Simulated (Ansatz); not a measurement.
# What TiSn (model cell, started as zinc blende) distorts into, part 3 of 3

Aim: this structure of TiSn (model cell, started as zinc blende) is to be tested for unstable modes, and one is followed downhill.

Ansatz 0.2.0; DFT PBEsol, scalar-relativistic, plane waves, PAW.

So far. Step 4 (The mode frozen in, largest atomic shift 0.6 Å): The run ends at a pressure of -4.32 GPa, with forces up to 0.72 eV/Å. Step 5 (Energy along the mode, all amplitudes (two of the runs …): The energy still falls at the last step, so the rise lies beyond the steps tried.

The structure was built from a prototype and need not be the compound's stable phase.

## Step 6: Relaxing from the distorted cell (continued)

Step by step:

| step | energy less that of the first step (eV) | largest force component (eV/Å) | pressure (GPa) | volume (Å³) |
| --- | --- | --- | --- | --- |
| 1 | 0.0000 | 0.4512 | -4.32 | 240.98 |
| 2 | -0.9234 | 0.8363 | -0.76 | 215.29 |
| 3 | -1.9481 | 1.2258 | 1.45 | 199.15 |
| 4 | -3.0054 | 1.3876 | 3.86 | 186.85 |
| 5 | -3.9702 | 0.7643 | 2.42 | 185.14 |
| 6 | -4.3903 | 0.5653 | 0.49 | 186.70 |
| 7 | -4.7563 | 0.3621 | 0.37 | 183.13 |
| 8 | -5.1185 | 0.3962 | 0.21 | 178.37 |
| 9 | -5.6214 | 0.5573 | -0.20 | 174.30 |
| 10 | -6.2807 | 0.7162 | 0.39 | 168.04 |
| 11 | -6.7601 | 0.5018 | 1.19 | 162.52 |
| 12 | -6.8521 | 0.2665 | 0.03 | 164.43 |
| 13 | -6.8717 | 0.1279 | -0.08 | 163.90 |
| 14 | -6.8733 | 0.0858 | -0.23 | 164.46 |
| 15 | -6.8767 | 0.0174 | 0.08 | 163.73 |
| 16 | -6.8768 | 0.0134 | -0.07 | 164.04 |
| 17 | -6.8770 | 0.0022 | 0.00 | 163.90 |
| 18 | -6.8770 | 0.0023 | -0.01 | 163.90 |
| 19 | -6.8770 | 0.0008 | 0.00 | 163.89 |
| 20* | -6.8720 | 0.0008 | 0.00 | 163.89 |

Relaxation steps marked * repeat the geometry before them on a plane-wave basis chosen anew for their cell, so energy and pressure can jump there.

The run keeps the 2 symmetry operations that the program found, so distortions that break them were not tested.

| cell as run | before | after | change |
| --- | --- | --- | --- |
| a (Å) | 4.400 | 3.041 | -30.9 % |
| b (Å) | 7.622 | 7.447 | -2.3 % |
| c (Å) | 7.622 | 7.492 | -1.7 % |
| α (°) | 99.59 | 99.23 | -0.4 % |
| β (°) | 73.22 | 78.29 | +6.9 % |
| volume (Å³/atom) | 30.12 | 20.49 | -32.0 % |

The atoms that moved most (Å, as changes of fractional coordinates times the final cell):

| atom | dx | dy | dz | length |
| --- | --- | --- | --- | --- |
| Ti2 | 0.870 | -0.582 | 0.582 | 1.198 |
| Sn6 | -0.423 | 0.713 | -0.713 | 1.094 |
| Sn7 | 0.053 | -0.753 | 0.753 | 1.066 |
| Ti4 | -0.144 | 0.702 | -0.702 | 1.004 |
| Ti1 | -0.069 | -0.586 | 0.586 | 0.832 |
| Sn5 | -0.506 | 0.457 | -0.457 | 0.821 |
| Ti3 | 0.163 | 0.063 | -0.063 | 0.186 |
| Sn8 | 0.055 | -0.015 | 0.015 | 0.059 |

Final coordinates:

```cif
data_structure
_symmetry_space_group_name_H-M 'P 1'
_symmetry_Int_Tables_number 1
_cell_length_a 3.0406
_cell_length_b 7.4475
_cell_length_c 7.4923
_cell_angle_alpha 99.231
_cell_angle_beta 78.293
_cell_angle_gamma 90.000
_cell_volume 163.89
loop_
_atom_site_label
_atom_site_type_symbol
_atom_site_fract_x
_atom_site_fract_y
_atom_site_fract_z
_atom_site_occupancy
Ti1 Ti 0.70421 0.64877 0.59158 1
Ti2 Ti 0.37888 0.55651 0.24224 1
Ti3 Ti 0.25028 0.31917 0.49944 1
Ti4 Ti 0.10185 0.04262 0.79630 1
Sn5 Sn 0.28499 0.91629 0.43002 1
Sn6 Sn 0.01116 0.73870 0.97768 1
Sn7 Sn 0.58435 0.37854 0.83130 1
Sn8 Sn 0.43428 0.14940 0.13144 1
```

Read from the output:

| Quantity | Value |
| --- | --- |
| pressure | 0.004573 GPa |
| volume per atom | 20.49 Å³ |

The distorted start has space group Cm; the relaxation ends in Cm.

## Step 7: The new phase in its own primitive cell

The relaxed structure is symmetrised, reduced to its primitive cell and relaxed tightly, as its phonons need.

The input, input.yaml:

```yaml
crystal:
  lattice:
    - [7.3364481229, -1.5202793786, 0.0]
    - [7.3364481229, 1.5202793786, 0.0]
    - [-1.2200908797, 0.0, 7.3468680534]
  atoms:
    - { symbol: Ti, position: [0.2957914295, 0.2957914295, 0.6487668027] }
    - { symbol: Ti, position: [0.621122246, 0.621122246, 0.5565132442] }
    - { symbol: Ti, position: [0.7497207515, 0.7497207515, 0.3191673454] }
    - { symbol: Ti, position: [0.8981499214, 0.8981499214, 0.0426238006] }
    - { symbol: Sn, position: [0.7150107973, 0.7150107973, 0.9162942135] }
    - { symbol: Sn, position: [0.9888381645, 0.9888381645, 0.7386974512] }
    - { symbol: Sn, position: [0.4156485562, 0.4156485562, 0.3785409775] }
    - { symbol: Sn, position: [0.5657181336, 0.5657181336, 0.1493961649] }
kpoints:
  mp_grid: { grid: [10, 10, 4] }
hamiltonian:
  xc: pbesol
scf:
  occupations: { method: gaussian, width: 0.01 }
output:
  forces: true
  stress: true
  eigenvalues: true
relax:
  adjacent_minimum: "off"
  f_tol: 0.001
  max_steps: 60
  cell: { stress_tol: 0.01 }
```

On the command line:

```console
ansatz run input.yaml --threads 4 --pin off --max-ram 7168MiB --backend cpu --events-out ev --progress --plain --runs-dir out
```

What it wrote:

```text
[...]
atoms:
    - { symbol: Ti, position: [0.296780, 0.296780, 0.649832] }
    - { symbol: Ti, position: [0.621203, 0.621203, 0.556977] }
    - { symbol: Ti, position: [0.749142, 0.749142, 0.319525] }
    - { symbol: Ti, position: [0.898121, 0.898121, 0.040552] }
    - { symbol: Sn, position: [0.714993, 0.714993, 0.917253] }
    - { symbol: Sn, position: [0.989430, 0.989430, 0.738416] }
    - { symbol: Sn, position: [0.414915, 0.414915, 0.376796] }
    - { symbol: Sn, position: [0.565415, 0.565415, 0.150651] }
[key lines of the parts left out:]
SCF converged after 10 iterations
Free energy (F): -33695.421220 eV
Fermi energy:    12.884353 eV
P = ⅓ Tr σ = 0.0007 GPa (0.007 kbar)
```

Run time: 3.7 min. Hardware: 4 threads of Arm Neoverse V1, shared host; peak memory 1.2 GiB; 15 min of CPU time.

Step by step:

| step | energy less that of the first step (eV) | largest force component (eV/Å) | pressure (GPa) | volume (Å³) |
| --- | --- | --- | --- | --- |
| 1 | 0.0000 | 0.0421 | 0.01 | 163.89 |
| 2 | -0.0008 | 0.0363 | 0.00 | 163.76 |
| 3 | -0.0017 | 0.0059 | 0.00 | 163.81 |
| 4 | -0.0017 | 0.0037 | 0.00 | 163.81 |
| 5 | -0.0017 | 0.0007 | 0.00 | 163.80 |
| 6* | -0.0017 | 0.0007 | 0.00 | 163.80 |

Relaxation steps marked * repeat the geometry before them on a plane-wave basis chosen anew for their cell, so energy and pressure can jump there.

Forces are held to the 2 operations that the program found; a distortion that breaks them can't arise in this run.

| cell as run | before | after | change |
| --- | --- | --- | --- |
| a (Å) | 7.492 | 7.507 | +0.2 % |
| b (Å) | 7.492 | 7.507 | +0.2 % |
| c (Å) | 7.447 | 7.449 | +0.0 % |
| α (°) | 99.23 | 99.37 | +0.1 % |
| β (°) | 99.23 | 99.37 | +0.1 % |
| γ (°) | 23.41 | 23.31 | -0.4 % |
| volume (Å³/atom) | 20.49 | 20.47 | -0.1 % |

The atoms that moved most (Å, as changes of fractional coordinates times the final cell):

| atom | dx | dy | dz | length |
| --- | --- | --- | --- | --- |
| Sn7 | -0.009 | 0.000 | -0.013 | 0.015 |
| Ti4 | 0.002 | 0.000 | -0.015 | 0.015 |
| Ti1 | 0.013 | 0.000 | 0.008 | 0.015 |
| Sn8 | -0.006 | 0.000 | 0.009 | 0.011 |
| Ti3 | -0.009 | 0.000 | 0.003 | 0.009 |
| Sn6 | 0.009 | 0.000 | -0.002 | 0.009 |
| Sn5 | -0.001 | 0.000 | 0.007 | 0.007 |

The relaxed structure:

```
Ti Sn
1.0
     7.35171   -1.51668   -0.00790
     7.35171    1.51668   -0.00790
    -1.23054    0.00000    7.34639
Ti Sn
4 4
Direct
  0.29678 0.29678 0.64983
  0.62120 0.62120 0.55698
  0.74914 0.74914 0.31952
  0.89812 0.89812 0.04055
  0.71499 0.71499 0.91725
  0.98943 0.98943 0.73842
  0.41492 0.41492 0.37680
  0.56542 0.56542 0.15065
```

This step gave:

| Property | Result |
| --- | --- |
| pressure | 6.58e-4 GPa |
| volume per atom | 20.47 Å³ |

The largest force component left is 0.74 meV/Å and the pressure is 0.001 GPa, within the tolerances set. The cell now holds 20.47 Å³/atom.

## Step 8: The phases reached

The phases reached along the modes that were followed are set side by side.

Energies are those of the first relaxation, on the mesh of the frozen mode; space group, volume and gap are those of the last relaxation. Phases, by row:

| mode frozen in | space group | energy from parent (meV/atom) | volume (Å³/atom) | gap on mesh (eV) | lowest zone-centre optical mode (cm⁻¹) | largest shift (Å) |
| --- | --- | --- | --- | --- | --- | --- |
| parent | F-43m | 0 | 30.12 | 0.197 | – | – |
| q = (0.25, -0.5, -0.25), 54i cm⁻¹ | I-42m | -466 | 22.24 | 0 | – | 1.66 |
| q = (0, 0.25, -0.5), 52i cm⁻¹ | Cm | -918.8 | 20.47 | 0 | – | 1.758 |

## Step 9: What came out

```json
{
  "unstable mode of the parent": "q = (0, 0.25, -0.5), 52i cm⁻¹",
  "depth at the lowest point sampled": "59.8 meV/atom",
  "largest atomic shift at that point": "0.6 Å",
  "space group reached": "Cm",
  "energy gained over the parent (first relaxation, on the mesh of the frozen mode)": "919 meV/atom",
  "volume per atom, phase reached": "20.5 Å³"
}
```

What this shows: Along this mode the structure falls into Cm, 919 meV/atom below the parent. At the parent's cell the well is 59.78 meV/atom deep on the steps tried, with its lowest point at a shift of 0.6 Å. That is the last step tried, so the steps alone don't bracket the bottom of the well. Relaxing atoms and cell changes the gain by +858.99 meV/atom against the lowest step (energies at zero smearing). Most of the total comes from this relaxation. The modes of the phase reached were not computed. Of the 2 patterns followed from this parent, this one reaches the lowest energy. Each path keeps the symmetry of its pattern, so a lower phase may lie along a pattern not tried. The program warns that the interpolation holds no quadrupole term, so branches close to Γ can be off in this crystal. The volume moved by more than a tenth on the k mesh of the start, so the energy gain is rough. Spin-orbit coupling is left out, which can matter for the heavy elements here. The starting cell was built on a prototype and not taken from a measurement, so the phase need not exist.

[Long decimals in the printed logs are rounded to 6 places.]

[Logs are printed without paths, hosts, clocks, repeated set-up lines and the standing remarks that a program may print on its own settings, such as how far it seeks lower states.]

[Hosts, paths, dates, database ids (printed as entryN), source tags and the programs' standing remarks are cut or masked in the printed files.]

[Where the starting crystal was built by hand or by swapping elements, it need not be the compound's stable phase.]
